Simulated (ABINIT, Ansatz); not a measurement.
# KBe (Pm-3m): from the cell to the phonon bands

How does KBe (Pm-3m) vibrate, and is this structure a minimum?

Calculated with ABINIT 10.8.3; DFT PBEsol, scalar-relativistic, plane waves, PseudoDojo norm-conserving pseudopotentials.

The structure was built from a prototype and need not be the compound's stable phase.

## (1) The structure

Symmetry: Pm-3m, No. 221, cubic system. The conventional cell has a = 4.236 Å, b = 4.236 Å, c = 4.236 Å, α = 90.00°, β = 90.00°, γ = 90.00°. Be has 8 K at 3.67 Å nearest. K has 8 Be at 3.67 Å nearest. Farther neighbours are not listed.

## (2) A probe with smearing

A first run with smearing and empty bands tells whether the crystal has a gap, which decides between fixed occupations and smearing later on.

probe.abi

```
# ground state
tolvrs 1.0d-08
prtden 1
prtwf 1

# basis, mesh and filling
ecut 38.0
ngkpt 4 4 4
nshiftk 1
shiftk 0.0 0.0 0.0
istwfk *1
occopt 7
tsmear 0.005
nband 12
nstep 100
diemac 9.0
prtebands 0
prtgsr 0
useylm 1

# cell and atoms
acell 8.004546478 8.004546478 8.004546478
rprim 
    1.0 0.0 0.0
    0.0 1.0 0.0
    0.0 0.0 1.0
ntypat 2
znucl 4 19
natom 2
typat 1 2
xred 
    0.0 0.0 0.0
    0.5 0.5 0.5
pp_dirpath "./pseudo"
pseudos "Be.upf, K.upf"
```

Command:

```sh
$ OMP_NUM_THREADS=1 mpirun -n 4 abinit probe.abi > probe.log
```

Numbers of over 12 decimals in the logs are rounded to 6 here.

probe.abo, the main output file:

```text
[banners, grids, parts of the stress and lines that vanish by symmetry left out]
- input  file    -> probe.abi
- output file    -> probe.abo
- root for input  files -> probei
[...]
Symmetries : space group Pm -3 m (#221); Bravais cP (primitive cubic)
[...]
mpw =        5832          nfft =      110592          nkpt =          10
[...]
== DATASET  1 ==================================================================
[...]
cutoff_energies: {ecut:  38.0, pawecutdg:  -1.0, }
[...]
ETOT  1  -43.773832954363    -4.377E+01 3.926E-02 4.224E+00
 ETOT  2  -43.789618262144    -1.579E-02 1.821E-03 8.362E-02
 ETOT  3  -43.789622739537    -4.477E-06 1.132E-03 2.811E-03
 ETOT  4  -43.789622949087    -2.096E-07 1.429E-03 2.154E-04
 ETOT  5  -43.789622972142    -2.305E-08 5.814E-04 2.505E-05
 ETOT  6  -43.789622973210    -1.068E-09 4.890E-04 2.481E-07
 ETOT  7  -43.789622973222    -1.161E-11 1.468E-04 2.846E-09
 At SCF step    7       vres2   =  2.85E-09 < tolvrs=  1.00E-08 =>converged.
[...]
sigma(1 1)=  7.32586696E-05  sigma(3 2)=  0.00000000E+00
  sigma(2 2)=  7.32586696E-05  sigma(3 1)=  0.00000000E+00
  sigma(3 3)=  7.32586696E-05  sigma(2 1)=  0.00000000E+00
[...]
convergence: {deltae: -1.161E-11, res2:  2.846E-09, residm:  1.468E-04, diffor: null, }
etotal    :  -4.37896230E+01
[...]
sigma(1 1)=  7.32586696E-05  sigma(3 2)=  0.00000000E+00
  sigma(2 2)=  7.32586696E-05  sigma(3 1)=  0.00000000E+00
  sigma(3 3)=  7.32586696E-05  sigma(2 1)=  0.00000000E+00
[...]
- sigma(1 1)=  2.15534447E+00  sigma(3 2)=  0.00000000E+00
- sigma(2 2)=  2.15534447E+00  sigma(3 1)=  0.00000000E+00
- sigma(3 3)=  2.15534447E+00  sigma(2 1)=  0.00000000E+00
[...]
fcart     -0.0000000000E+00 -0.0000000000E+00 -0.0000000000E+00
           strten      7.3258669556E-05  7.3258669556E-05  7.3258669556E-05
================================================================================

[key lines of the parts left out:]
pressure_GPa:  -2.1553E+00
```

The job ended after 5 s (4 MPI ranks of Arm Neoverse V2, shared host).

This step gave:

| Quantity | Value |
| --- | --- |
| volume per atom | 38.00 Å³ |
| pressure | -2.155 GPa |
| gap on the k-mesh | 0 eV |

No gap opens on this mesh, so smearing is kept; the printed pressure holds the stress of the finite basis too.

## (3) Rough relaxation

The typed start is rough, so a first relaxation with smearing and loose thresholds takes it towards rest cheaply.

prerelax.abi

```
# relaxation
ionmov 2
optcell 2
dilatmx 1.15
chkdilatmx 0
ntime 40
tolmxf 3.0d-04
tolvrs 1.0d-10
prtwf 0
prtden 0
chksymtnons 0

# basis, mesh and filling
ecut 38.0
ecutsm 3.0
ngkpt 4 4 4
nshiftk 1
shiftk 0.0 0.0 0.0
istwfk *1
occopt 7
tsmear 0.005
nband 12
nstep 100
diemac 1000000.0
prtebands 0
prtgsr 0
useylm 1

# cell and atoms
acell 8.004546478 8.004546478 8.004546478
rprim 
    1.0 0.0 0.0
    0.0 1.0 0.0
    0.0 0.0 1.0
ntypat 2
znucl 4 19
natom 2
typat 1 2
xred 
    0.0 0.0 0.0
    0.5 0.5 0.5
pp_dirpath "./pseudo"
pseudos "Be.upf, K.upf"
```

Command:

```sh
$ OMP_NUM_THREADS=1 mpirun -n 4 abinit prerelax.abi > prerelax.log
```

prerelax.abo, the main output file:

```text
[banners, grids, parts of the stress and lines that vanish by symmetry left out]
- input  file    -> prerelax.abi
- output file    -> prerelax.abo
- root for input  files -> prerelaxi
[...]
Symmetries : space group Pm -3 m (#221); Bravais cP (primitive cubic)
[...]
mpw =        8772          nfft =      157464          nkpt =          10
[...]
== DATASET  1 ==================================================================
[...]
cutoff_energies: {ecut:  38.0, pawecutdg:  -1.0, }
[...]
ETOT  1  -43.771204620135    -4.377E+01 3.742E-02 5.381E+00
 ETOT  2  -43.789322428499    -1.812E-02 2.685E-03 4.094E-01
 ETOT  3  -43.789345380612    -2.295E-05 6.155E-04 1.018E-02
 ETOT  4  -43.789346762738    -1.382E-06 1.796E-04 5.649E-04
 ETOT  5  -43.789346783932    -2.119E-08 1.041E-04 9.122E-06
[...]
At SCF step    9       vres2   =  3.15E-12 < tolvrs=  1.00E-10 =>converged.
[...]
ETOT  8  -43.793770784573     7.603E-13 1.997E-06 9.497E-11
 At SCF step    8       vres2   =  9.50E-11 < tolvrs=  1.00E-10 =>converged.
[...]
sigma(1 1)=  1.00459802E-07  sigma(3 2)=  0.00000000E+00
  sigma(2 2)=  1.00459802E-07  sigma(3 1)=  0.00000000E+00
  sigma(3 3)=  1.00459802E-07  sigma(2 1)=  0.00000000E+00
[...]
convergence: {deltae:  7.603E-13, res2:  9.497E-11, residm:  1.997E-06, diffor: null, }
etotal    :  -4.37937708E+01
[...]
At Broyd/MD step   5, gradients are converged :
[...]
sigma(1 1)=  1.00459802E-07  sigma(3 2)=  0.00000000E+00
  sigma(2 2)=  1.00459802E-07  sigma(3 1)=  0.00000000E+00
  sigma(3 3)=  1.00459802E-07  sigma(2 1)=  0.00000000E+00
[...]
- sigma(1 1)=  2.95562941E-03  sigma(3 2)=  0.00000000E+00
- sigma(2 2)=  2.95562941E-03  sigma(3 1)=  0.00000000E+00
- sigma(3 3)=  2.95562941E-03  sigma(2 1)=  0.00000000E+00
[...]
fcart     -0.0000000000E+00 -0.0000000000E+00 -0.0000000000E+00
           strten      1.0045980179E-07  1.0045980179E-07  1.0045980178E-07
================================================================================

[key lines of the parts left out:]
pressure_GPa:  -2.9556E-03
Total energy (etotal) [Ha]= -4.37937707845730E+01
```

It took 36 s on 4 MPI ranks; 2.4 min of CPU time.

Relaxation path:

| step | energy less that of the first step (eV) | largest force (eV/Å) | volume (Å³) |
| --- | --- | --- | --- |
| 1 | 0.0000 | 0.0000 | 76.00 |
| 2 | -0.0055 | 0.0000 | 75.55 |
| 3 | -0.1034 | 0.0000 | 54.95 |
| 4 | -0.1197 | 0.0000 | 60.78 |
| 5 | -0.1204 | 0.0000 | 59.74 |

| conventional cell, symmetrised | before | after | change |
| --- | --- | --- | --- |
| a (Å) | 4.236 | 3.909 | -7.7 % |
| b (Å) | 4.236 | 3.909 | -7.7 % |
| c (Å) | 4.236 | 3.909 | -7.7 % |
| volume (Å³/atom) | 38.00 | 29.87 | -21.4 % |

The relaxed structure:

```xyz
2
Lattice="3.9093 0.0000 0.0000 0.0000 3.9093 0.0000 0.0000 0.0000 3.9093" Properties=species:S:1:pos:R:3 pbc="T T T"
Be    0.0000    0.0000    0.0000
K     1.9546    1.9546    1.9546
```

Read from the output:

```yaml
volume_per_atom: 29.87 Å³
pressure: -0.002956 GPa
```

The volume changes by -21.4 % in this run and stands -21.4 % from the first cell.

## (4) Rough relaxation

The cell changed much, so the rough relaxation is repeated on a basis made for the new cell.

prerelax.abi: that of step 3 with these lines changed.

```diff
@@ -29,3 +29,3 @@
 # cell and atoms
-acell 8.004546478 8.004546478 8.004546478
+acell 7.387443458 7.387443458 7.387443458
 rprim
```

prerelax.abo, the main output file:

```text
[banners, grids, parts of the stress and lines that vanish by symmetry left out]
- input  file    -> prerelax.abi
- output file    -> prerelax.abo
- root for input  files -> prerelaxi
[...]
Symmetries : space group Pm -3 m (#221); Bravais cP (primitive cubic)
[...]
mpw =        6886          nfft =      110592          nkpt =          10
[...]
== DATASET  1 ==================================================================
[...]
cutoff_energies: {ecut:  38.0, pawecutdg:  -1.0, }
[...]
ETOT  1  -43.779406141750    -4.378E+01 4.272E-02 5.774E+00
 ETOT  2  -43.793750244297    -1.434E-02 3.251E-03 3.956E-01
 ETOT  3  -43.793770185055    -1.994E-05 3.849E-04 1.480E-02
 ETOT  4  -43.793770855857    -6.708E-07 4.611E-04 5.383E-04
 ETOT  5  -43.793770874402    -1.855E-08 1.799E-04 1.741E-05
 ETOT  6  -43.793770875137    -7.349E-10 1.852E-04 2.432E-07
 ETOT  7  -43.793770875153    -1.614E-11 9.857E-05 2.275E-08
 ETOT  8  -43.793770875154    -1.236E-12 1.942E-04 7.518E-11
 At SCF step    8       vres2   =  7.52E-11 < tolvrs=  1.00E-10 =>converged.
[...]
sigma(1 1)=  8.68208197E-08  sigma(3 2)=  0.00000000E+00
  sigma(2 2)=  8.68208197E-08  sigma(3 1)=  0.00000000E+00
  sigma(3 3)=  8.68208197E-08  sigma(2 1)=  0.00000000E+00
[...]
convergence: {deltae: -1.236E-12, res2:  7.518E-11, residm:  1.942E-04, diffor: null, }
etotal    :  -4.37937709E+01
[...]
At Broyd/MD step   1, gradients are converged :
[...]
sigma(1 1)=  8.68208197E-08  sigma(3 2)=  0.00000000E+00
  sigma(2 2)=  8.68208197E-08  sigma(3 1)=  0.00000000E+00
  sigma(3 3)=  8.68208197E-08  sigma(2 1)=  0.00000000E+00
[...]
- sigma(1 1)=  2.55435670E-03  sigma(3 2)=  0.00000000E+00
- sigma(2 2)=  2.55435670E-03  sigma(3 1)=  0.00000000E+00
- sigma(3 3)=  2.55435670E-03  sigma(2 1)=  0.00000000E+00
[...]
fcart     -0.0000000000E+00 -0.0000000000E+00 -0.0000000000E+00
           strten      8.6820819677E-08  8.6820819678E-08  8.6820819678E-08
================================================================================

[key lines of the parts left out:]
pressure_GPa:  -2.5544E-03
Total energy (etotal) [Ha]= -4.37937708751542E+01
```

Elapsed: 5.6 s, on 4 MPI ranks.

Little changed from the start: no atom moved by 0.005 Å and no cell edge by 0.1 %.

Read from the output:

```
pressure : -0.002554 GPa
```

The volume changes by +0.0 % in this run and stands -21.4 % from the first cell.

## (5) Relaxing the cell and atoms

The harmonic expansion needs vanishing forces, and a free crystal bears no stress, so cell and atoms are brought to rest. Stress is more sensitive to the basis than forces are: the last 3 Ha under the cutoff are smoothed with ecutsm, and the cutoff is raised above that of the later runs.

relax.abi

```
# relaxation
ionmov 2
optcell 2
dilatmx 1.08
ntime 40
tolmxf 1.0d-05
tolvrs 1.0d-14
prtwf 0
prtden 0
chksymtnons 0

# basis, mesh and filling
ecut 47.0
ecutsm 3.0
ngkpt 8 8 8
nshiftk 1
shiftk 0.0 0.0 0.0
istwfk *1
occopt 3
tsmear 0.01
nband 12
nstep 100
diemac 1000000.0
prtebands 0
prtgsr 0
useylm 1

# cell and atoms
acell 7.387443458 7.387443458 7.387443458
rprim 
    1.0 0.0 0.0
    0.0 1.0 0.0
    0.0 0.0 1.0
ntypat 2
znucl 4 19
natom 2
typat 1 2
xred 
    0.0 0.0 0.0
    0.5 0.5 0.5
pp_dirpath "./pseudo"
pseudos "Be.upf, K.upf"
```

Command:

```sh
$ OMP_NUM_THREADS=1 mpirun -n 4 abinit relax.abi > relax.log
```

relax.abo, the main output file:

```text
[banners, grids, parts of the stress and lines that vanish by symmetry left out]
- input  file    -> relax.abi
- output file    -> relax.abo
- root for input  files -> relaxi
[...]
Symmetries : space group Pm -3 m (#221); Bravais cP (primitive cubic)
[...]
mpw =        7861          nfft =      125000          nkpt =          35
[...]
== DATASET  1 ==================================================================
[...]
cutoff_energies: {ecut:  47.0, pawecutdg:  -1.0, }
[...]
ETOT  1  -43.779056014533    -4.378E+01 5.154E-02 8.102E+00
 ETOT  2  -43.797606418632    -1.855E-02 1.463E-02 2.773E-01
 ETOT  3  -43.797618978112    -1.256E-05 2.660E-03 5.445E-03
 ETOT  4  -43.797619229618    -2.515E-07 2.994E-03 1.186E-04
 ETOT  5  -43.797619234955    -5.337E-09 2.772E-03 5.112E-06
[...]
At SCF step   10       vres2   =  7.28E-15 < tolvrs=  1.00E-14 =>converged.
[...]
sigma(1 1)= -1.12257862E-05  sigma(3 2)=  0.00000000E+00
  sigma(2 2)= -1.12257862E-05  sigma(3 1)=  0.00000000E+00
  sigma(3 3)= -1.12257862E-05  sigma(2 1)=  0.00000000E+00
[...]
convergence: {deltae: -8.242E-13, res2:  7.276E-15, residm:  1.255E-04, diffor: null, }
etotal    :  -4.37976192E+01
[...]
ETOT  1  -43.797620894673    -4.380E+01 7.879E-05 4.596E-02
[...]
At SCF step    9       vres2   =  9.74E-15 < tolvrs=  1.00E-14 =>converged.
[...]
sigma(1 1)= -1.07673045E-05  sigma(3 2)=  0.00000000E+00
  sigma(2 2)= -1.07673045E-05  sigma(3 1)=  0.00000000E+00
  sigma(3 3)= -1.07673045E-05  sigma(2 1)=  0.00000000E+00
[...]
convergence: {deltae:  9.024E-13, res2:  9.744E-15, residm:  3.400E-05, diffor: null, }
etotal    :  -4.37976237E+01
[...]
ETOT  1  -43.795981036981    -4.380E+01 5.496E-04 2.711E+01
[...]
At SCF step   11       vres2   =  5.25E-16 < tolvrs=  1.00E-14 =>converged.
[...]
sigma(1 1)= -3.00746938E-07  sigma(3 2)=  0.00000000E+00
  sigma(2 2)= -3.00746938E-07  sigma(3 1)=  0.00000000E+00
  sigma(3 3)= -3.00746938E-07  sigma(2 1)=  0.00000000E+00
[...]
convergence: {deltae: -3.247E-12, res2:  5.254E-16, residm:  1.231E-05, diffor: null, }
etotal    :  -4.37976774E+01
[...]
ETOT  1  -43.797676077403    -4.380E+01 1.417E-05 2.281E-02
[...]
ETOT  8  -43.797677488898     2.558E-13 6.770E-06 2.122E-13
 ETOT  9  -43.797677488898     4.974E-13 1.326E-05 5.977E-15
 At SCF step    9       vres2   =  5.98E-15 < tolvrs=  1.00E-14 =>converged.
[...]
sigma(1 1)= -8.60046845E-09  sigma(3 2)=  0.00000000E+00
  sigma(2 2)= -8.60046845E-09  sigma(3 1)=  0.00000000E+00
  sigma(3 3)= -8.60046845E-09  sigma(2 1)=  0.00000000E+00
[...]
convergence: {deltae:  4.974E-13, res2:  5.977E-15, residm:  1.326E-05, diffor: null, }
etotal    :  -4.37976775E+01
[...]
At Broyd/MD step   4, gradients are converged :
[...]
sigma(1 1)= -8.60046845E-09  sigma(3 2)=  0.00000000E+00
  sigma(2 2)= -8.60046845E-09  sigma(3 1)=  0.00000000E+00
  sigma(3 3)= -8.60046845E-09  sigma(2 1)=  0.00000000E+00
[...]
- sigma(1 1)= -2.53034518E-04  sigma(3 2)=  0.00000000E+00
- sigma(2 2)= -2.53034518E-04  sigma(3 1)=  0.00000000E+00
- sigma(3 3)= -2.53034518E-04  sigma(2 1)=  0.00000000E+00
[...]
fcart     -0.0000000000E+00 -0.0000000000E+00 -0.0000000000E+00
           strten     -8.6004684549E-09 -8.6004684549E-09 -8.6004684548E-09
================================================================================

[key lines of the parts left out:]
pressure_GPa:   2.5303E-04
Total energy (etotal) [Ha]= -4.37976774888976E+01
```

The job ended after 70 s (4 MPI ranks).

The steps of the relaxation:

| step | energy less that of the first step (eV) | largest force (eV/Å) | volume (Å³) |
| --- | --- | --- | --- |
| 1 | 0.0000 | 0.0000 | 59.74 |
| 2 | -0.0001 | 0.0000 | 59.80 |
| 3 | -0.0016 | 0.0000 | 61.27 |
| 4 | -0.0016 | 0.0000 | 61.31 |

| conventional cell, symmetrised | before | after | change |
| --- | --- | --- | --- |
| a (Å) | 3.909 | 3.943 | +0.9 % |
| b (Å) | 3.909 | 3.943 | +0.9 % |
| c (Å) | 3.909 | 3.943 | +0.9 % |
| volume (Å³/atom) | 29.87 | 30.66 | +2.6 % |

Final coordinates:

```xyz
2
Lattice="3.9432 0.0000 0.0000 0.0000 3.9432 0.0000 0.0000 0.0000 3.9432" Properties=species:S:1:pos:R:3 pbc="T T T"
Be    0.0000    0.0000    0.0000
K     1.9716    1.9716    1.9716
```

Numbers from this step:

```
volume per atom : 30.66 Å³
pressure        : 2.53e-4 GPa
```

The volume changes by +2.6 % in this run and stands -19.3 % from the first cell.

## (6) Ground state

First-order wavefunctions inherit every error of the ground state, hence the very tight tolvrs. Smearing stays on, as the first look found no gap above 0.3 eV.

gs.abi

```
# ground state
tolvrs 1.0d-16
prtden 1
prtwf 1

# basis, mesh and filling
ecut 38.0
ngkpt 8 8 8
nshiftk 1
shiftk 0.0 0.0 0.0
istwfk *1
occopt 3
tsmear 0.01
nband 12
nstep 100
diemac 1000000.0
prtebands 0
prtgsr 0
useylm 1

# cell and atoms
acell 7.451604681 7.451604681 7.451604681
rprim 
    1.0 0.0 0.0
    0.0 1.0 0.0
    0.0 0.0 1.0
ntypat 2
znucl 4 19
natom 2
typat 1 2
xred 
    0.0 0.0 0.0
    0.5 0.5 0.5
pp_dirpath "./pseudo"
pseudos "Be.upf, K.upf"
```

Command:

```sh
$ OMP_NUM_THREADS=1 mpirun -n 4 abinit gs.abi > gs.log
```

gs.abo, the main output file:

```text
[banners, grids, parts of the stress and lines that vanish by symmetry left out]
- input  file    -> gs.abi
- output file    -> gs.abo
- root for input  files -> gsi
[...]
Symmetries : space group Pm -3 m (#221); Bravais cP (primitive cubic)
[...]
mpw =        4680          nfft =       91125          nkpt =          35
[...]
== DATASET  1 ==================================================================
[...]
cutoff_energies: {ecut:  38.0, pawecutdg:  -1.0, }
[...]
ETOT  1  -43.781032175302    -4.378E+01 4.490E-02 5.380E+00
 ETOT  2  -43.797399751647    -1.637E-02 5.243E-03 2.192E-01
 ETOT  3  -43.797413575407    -1.382E-05 2.200E-03 3.325E-03
 ETOT  4  -43.797413888318    -3.129E-07 1.330E-03 3.741E-04
 ETOT  5  -43.797413922226    -3.391E-08 4.548E-04 9.369E-06
[...]
ETOT 11  -43.797413922982     4.974E-14 1.061E-04 4.008E-16
 ETOT 12  -43.797413922983    -4.547E-13 6.896E-05 3.094E-18
 At SCF step   12       vres2   =  3.09E-18 < tolvrs=  1.00E-16 =>converged.
[...]
sigma(1 1)=  8.53231737E-06  sigma(3 2)=  0.00000000E+00
  sigma(2 2)=  8.53231737E-06  sigma(3 1)=  0.00000000E+00
  sigma(3 3)=  8.53231737E-06  sigma(2 1)=  0.00000000E+00
[...]
convergence: {deltae: -4.547E-13, res2:  3.094E-18, residm:  6.896E-05, diffor: null, }
etotal    :  -4.37974139E+01
[...]
sigma(1 1)=  8.53231737E-06  sigma(3 2)=  0.00000000E+00
  sigma(2 2)=  8.53231737E-06  sigma(3 1)=  0.00000000E+00
  sigma(3 3)=  8.53231737E-06  sigma(2 1)=  0.00000000E+00
[...]
- sigma(1 1)=  2.51029444E-01  sigma(3 2)=  0.00000000E+00
- sigma(2 2)=  2.51029444E-01  sigma(3 1)=  0.00000000E+00
- sigma(3 3)=  2.51029444E-01  sigma(2 1)=  0.00000000E+00
[...]
fcart     -0.0000000000E+00 -0.0000000000E+00 -0.0000000000E+00
           strten      8.5323173749E-06  8.5323173749E-06  8.5323173749E-06
================================================================================

[key lines of the parts left out:]
pressure_GPa:  -2.5103E-01
```

Wall time 17 s (4 MPI ranks).

Read from the output:

```
pressure : -0.2510 GPa
```

The cell stands at -0.25 GPa: the relaxation ran with a smoothed and higher cutoff, and the difference is a stress of the finite basis.

(Part 1 of 4 ends here.)

[Host names and launcher messages were left out of these logs when they were recorded.]

[Logs are printed without paths, hosts, clocks, repeated set-up lines and the standing remarks that a program may print on its own settings, such as how far it seeks lower states.]

[Hosts, paths, dates, database ids (printed as entryN), source tags and the programs' standing remarks are cut or masked in the printed files.]
